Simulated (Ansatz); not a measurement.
# RbNbS3, from a guessed structure to a relaxed one, part 2 of 2

Starting from a made-up structure for RbNbS3, the aim is the relaxed cell, its shortest contacts and, where a second run follows, its electronic structure.

Ansatz 0.2.0; DFT, r2SCAN, plane-wave PAW, default files, scalar-relativistic, no spin, cell and ions relaxed at zero pressure (the session's first sound run).

So far: The starting structure; Relaxing cell and atoms. The relaxed cell has a = 4.880 Å (conventional setting).

**3. Bands of the relaxed cell**

With the geometry fixed, one more self-consistent run, with a narrower smearing and the mesh shown in its input, gives the bands, and its pressure, and its forces where symmetry allows any, show how far the geometry depends on these settings.

This step: DFT, r2SCAN, plane-wave PAW, default files, scalar-relativistic, no spin, bands and density of states at the relaxed cell (Ansatz 0.2.0).

input.yaml

```yaml
crystal:
  lattice:
    - [4.8803441682, 0.0, 0.0]
    - [0.0, 4.8803441682, 0.0]
    - [0.0, 0.0, 4.8803441682]
  atoms:
    - { symbol: Nb, position: [0.0, 0.0, 0.0] }
    - { symbol: Rb, position: [0.5, 0.5, 0.5] }
    - { symbol: S, position: [0.0, 0.0, 0.5] }
    - { symbol: S, position: [0.0, 0.5, 0.0] }
    - { symbol: S, position: [0.5, 0.0, 0.0] }
kpoints:
  mp_grid: { grid: [6, 6, 6] }
  band_path:
    path:
      - [[0.0, 0.0, 0.0], [0.0, 0.5, 0.0], [0.5, 0.5, 0.0], [0.0, 0.0, 0.0], [0.5, 0.5, 0.5], [0.0, 0.5, 0.0]]
      - [[0.5, 0.5, 0.0], [0.5, 0.5, 0.5]]
    npoints: 13
scf:
  occupations: { method: fermi_dirac, width: 0.03 }
  n_extra_bands: 9
hamiltonian:
  xc: r2scan
  pseudopotentials: { kind: paw }
output:
  forces: true
  stress: true
  write_bands: true
  dos: { projected: true }
  write_density: true
  write_potential: true
  elf: true
  volumetric_format: npy
```

Launch:

```console
$ ansatz run input.yaml --threads 4 --pin off --max-ram 8192MiB --backend cpu --events-out ev --progress --plain --runs-dir out
```

Numbers of over 12 decimals in the logs are rounded to 6 here.

The program printed:

```text
[...]
Crystal: 5 atoms, lattice volume = 116.239 Å³
Basis set: ecut = 500 eV, 2945 PW (Γ), exchange–correlation on 144×144×144 points (64 copies of the dense FFT grid, shifted against one another)
Bands: 29, of which v1, the nominal top of the filled ones, is band 20 counted from 1 (19 counted from 0)
Symmetry: 48 space group operations
[...]
k-points: 20 of 216
[...]
SCF iter   1: F=—  HF=-10564.826008 eV  |F-HF|=—  |Δ(HF+E_count)|=         —  Δρ=8.87e-3  dr2=1.61e-1  dr2_τ=4.59e-2  ethr=1.77e-3  ⟨swp⟩=6.7  Hψ=2842  notcnv=0  defer=4
[...]
SCF iter   7: F=-10564.846482 eV  HF=-10564.846482 eV  |F-HF|=1.44e-10  |Δ(HF+E_count)|=   1.35e-7  Δρ=2.02e-6  dr2=7.68e-9  dr2_τ=3.35e-10  ethr=2.50e-10  ⟨swp⟩=14.7  Hψ=4453  notcnv=0
SCF 1 converged in 7 iterations: F = -10564.846482 eV  dr2 = 7.68e-9
[...]
NSCF: frozen V_eff on 80 k-points
SCF converged after 7 iterations
Free energy (F): -10564.846482 eV
[...]
Internal energy: -10564.845643 eV  (E = F + TS)
E sigma→0 (E₀):  -10564.846062 eV
Entropy (-TS):   -0.000838 eV (-0.168 meV/atom)
Fermi energy:    6.886872 eV
[...]
--- Stress (GPa, compression-positive) ---
       -0.000685      -0.000000      -0.000000
       -0.000000      -0.000685       0.000000
       -0.000000       0.000000      -0.000685
  P = ⅓ Tr σ = -0.0007 GPa (-0.007 kbar)
--- Band table (eV; the first three rows and the last of 20) ---
  k-point 0: bands = [... 16 lower, 5.6880, 6.4072, 6.4072, 6.4072, 6.4268, 6.4268, 6.4268, 8.3700, ... 5 higher]
  k-point 1: bands = [... 16 lower, 5.5435, 5.6342, 6.1688, 6.1688, 6.4218, 7.4229, 7.4229, 8.3854, ... 5 higher]
  k-point 2: bands = [... 16 lower, 4.8533, 5.2848, 6.0946, 6.0946, 6.4514, 8.4088, 8.5084, 8.5084, ... 5 higher]
  k-point 19: bands = [... 16 lower, 2.8819, 7.0406, 7.0406, 7.0406, 9.4956, 9.4956, 9.4956, 12.4123, ... 5 higher]
```

It took 5.1 s on 4 threads of Arm Neoverse V2, shared host; peak memory 0.63 GiB.

This step gave:

```
free energy             : -10564.8465 eV
energy at zero smearing : -10564.8461 eV
smearing term TS        : 8.38e-4 eV
Fermi energy            : 6.887 eV
pressure                : -6.85e-4 GPa
```

From bands.tsv, the bands that come nearest the Fermi level along the path, at its corners, in eV from the Fermi level:

| point | band 17 | band 18 | band 19 | band 20 | band 21 | band 22 | band 23 | band 24 |
| --- | --- | --- | --- | --- | --- | --- | --- | --- |
| Γ | -1.20 | -0.48 | -0.48 | -0.48 | -0.46 | -0.46 | -0.46 | 1.48 |
| X | -2.30 | -1.72 | -0.82 | -0.82 | -0.42 | 1.53 | 2.12 | 2.12 |
| M | -2.50 | -1.69 | -1.69 | 0.10 | 2.08 | 2.08 | 2.42 | 2.46 |
| Γ | -1.20 | -0.48 | -0.48 | -0.48 | -0.46 | -0.46 | -0.46 | 1.48 |
| R | -4.00 | 0.15 | 0.15 | 0.15 | 2.61 | 2.61 | 2.61 | 5.53 |
| X | -2.30 | -1.72 | -0.82 | -0.82 | -0.42 | 1.53 | 2.12 | 2.12 |
| M | -2.50 | -1.69 | -1.69 | 0.10 | 2.08 | 2.08 | 2.42 | 2.46 |
| R | -4.00 | 0.15 | 0.15 | 0.15 | 2.61 | 2.61 | 2.61 | 5.53 |

Counts of states for the cell as run, both spins, by energy window (eV from the Fermi level):

| from | to | total |
| --- | --- | --- |
| -8 | -7 | 0.00 |
| -7 | -6 | 0.00 |
| -6 | -5 | 0.94 |
| -5 | -4 | 2.89 |
| -4 | -3 | 5.28 |
| -3 | -2 | 2.38 |
| -2 | -1 | 3.62 |
| -1 | 0 | 2.91 |
| 0 | 1 | 1.18 |
| 1 | 2 | 3.30 |
| 2 | 3 | 2.70 |
| 3 | 4 | 0.83 |
| 4 | 5 | 0.73 |
| 5 | 6 | 0.94 |

A further 22.0 states lie below the table's range.

ELF in the ac plane at fractional y = 0.000, with atoms of Nb and S within 0.2 Å of it. It is the smooth field of the valence electrons, not physical close to the nuclei.

Values, 14 rows by 14 columns, each cell a mean:
```
0.50 0.73 0.53 0.30 0.73 0.79 0.40 0.24 0.60 0.83 0.52 0.32 0.69 0.65
0.72 0.61 0.30 0.24 0.67 0.84 0.80 0.77 0.83 0.81 0.47 0.19 0.44 0.69
0.36 0.27 0.16 0.18 0.46 0.74 0.82 0.84 0.80 0.64 0.31 0.15 0.19 0.32
0.53 0.51 0.42 0.23 0.18 0.40 0.61 0.66 0.54 0.28 0.17 0.31 0.47 0.52
0.82 0.83 0.76 0.50 0.14 0.09 0.18 0.22 0.13 0.08 0.28 0.64 0.81 0.83
0.46 0.73 0.84 0.73 0.34 0.06 0.03 0.03 0.03 0.13 0.54 0.80 0.83 0.60
0.05 0.51 0.84 0.79 0.48 0.09 0.02 0.01 0.03 0.22 0.66 0.84 0.77 0.24
0.21 0.62 0.84 0.77 0.42 0.07 0.02 0.02 0.03 0.18 0.61 0.82 0.80 0.40
0.74 0.82 0.82 0.63 0.22 0.05 0.07 0.09 0.06 0.09 0.40 0.74 0.84 0.79
0.74 0.72 0.61 0.33 0.12 0.22 0.42 0.48 0.34 0.14 0.18 0.46 0.67 0.73
0.32 0.27 0.21 0.17 0.33 0.63 0.77 0.79 0.73 0.50 0.23 0.18 0.24 0.30
0.59 0.44 0.20 0.21 0.61 0.82 0.84 0.84 0.84 0.76 0.42 0.16 0.30 0.53
0.68 0.73 0.44 0.27 0.72 0.82 0.62 0.51 0.73 0.83 0.51 0.27 0.61 0.73
0.22 0.68 0.59 0.32 0.74 0.74 0.21 0.05 0.46 0.82 0.53 0.36 0.72 0.50
```
Columns run along a (4.9 Å), rows up along c (4.9 Å). Atoms in or near the plane, at fractional coordinates: Nb at (0.00, 0.00), S at (0.00, 0.50), S at (0.50, 0.00).

Electrostatic potential energy in the ac plane at fractional y = 0.000, with atoms of Nb and S within 0.2 Å of it. With pseudopotentials it is smooth inside the atoms' cores, unlike the true potential.

Ten even steps from '0' (-70 eV) to '9' (12 eV), each cell a mean:
```
01588555478730
24789765689863
77899988999987
88999999999998
67999999999987
45799999999964
65799999999855
55799999999865
56899999999975
88999999999998
88999999999988
46899877799875
02688655578741
00488556468720
```
Columns run along a (4.9 Å; values clipped at the 3rd and 97th percentile), rows up along c (4.9 Å). Atoms in or near the plane, at fractional coordinates: Nb at (0.00, 0.00), S at (0.00, 0.50), S at (0.50, 0.00).

Valence density in the ac plane at fractional y = 0.000, with atoms of Nb and S within 0.2 Å of it. It is the smooth field of the valence electrons, not physical close to the nuclei.

Values in e/Å³, 14 rows by 14 columns, each cell a mean:
```
4.9 4.0 1.6 0.5 0.7 1.1 0.9 0.7 1.1 0.9 0.5 0.8 2.6 4.7
3.1 1.9 0.7 0.3 0.4 0.8 1.0 1.0 0.9 0.6 0.3 0.4 1.1 2.6
0.9 0.6 0.3 0.2 0.2 0.4 0.5 0.5 0.4 0.3 0.2 0.2 0.4 0.8
0.6 0.4 0.3 0.1 0.1 0.1 0.2 0.2 0.2 0.1 0.1 0.2 0.3 0.5
1.0 0.8 0.4 0.2 0.1 0.1 0.1 0.1 0.1 0.1 0.1 0.3 0.6 0.9
1.0 1.1 0.7 0.3 0.1 0.0 0.0 0.0 0.0 0.1 0.2 0.4 0.9 1.1
0.3 0.9 0.8 0.3 0.1 0.0 0.0 0.0 0.0 0.1 0.2 0.5 1.0 0.7
0.6 1.0 0.8 0.3 0.1 0.0 0.0 0.0 0.0 0.1 0.2 0.5 1.0 0.9
1.1 1.0 0.6 0.2 0.1 0.0 0.0 0.0 0.0 0.1 0.1 0.4 0.8 1.1
0.7 0.6 0.3 0.2 0.1 0.1 0.1 0.1 0.1 0.1 0.1 0.2 0.4 0.7
0.6 0.4 0.2 0.2 0.2 0.2 0.3 0.3 0.3 0.2 0.1 0.2 0.3 0.5
1.9 1.2 0.4 0.2 0.3 0.6 0.8 0.8 0.7 0.4 0.3 0.3 0.7 1.6
4.5 3.2 1.2 0.4 0.6 1.0 1.0 0.9 1.1 0.8 0.4 0.6 1.9 4.0
4.6 4.5 1.9 0.6 0.7 1.1 0.6 0.3 1.0 1.0 0.6 0.9 3.1 4.9
```
Columns run along a (4.9 Å), rows up along c (4.9 Å). Atoms in or near the plane, at fractional coordinates: Nb at (0.00, 0.00), S at (0.00, 0.50), S at (0.50, 0.00).

**4. Summary of results**

- space group, relaxed: Pm-3m
- conventional cell: a = 4.880, b = 4.880, c = 4.880 Å; α = 90.0°, β = 90.0°, γ = 90.0°
- volume per atom: 23.25 Å³ (guess 27.10)

**Reading.** RbNbS3 relaxes to Pm-3m with a = 4.880, b = 4.880 and c = 4.880 Å. The guessed volume was 17 % too large. The space group Pm-3m was held in the relaxation, so the end point is a stationary structure within it and may be a saddle against distortions or other arrangements. Bands cross the Fermi level, so it is a metal or semimetal at this level. On the 6×6×6 mesh with the narrower smearing (relaxed on 5×5×5) the forces vanish, as symmetry may demand, and the largest stress component is 0.001 GPa, within the relaxation's thresholds of 0.015 eV/Å and 0.05 GPa. The cutoff wasn't tested. No dispersion term is used, so weakly bound directions may come out too long. The runs have no spin, and magnetism wasn't tested. Nothing here tests whether the compound is stable against decomposition.

[Logs are printed without paths, hosts, clocks, repeated set-up lines and the standing remarks that a program may print on its own settings, such as how far it seeks lower states.]

[Hosts, paths, dates, database ids (printed as entryN), source tags and the programs' standing remarks are cut or masked in the printed files.]
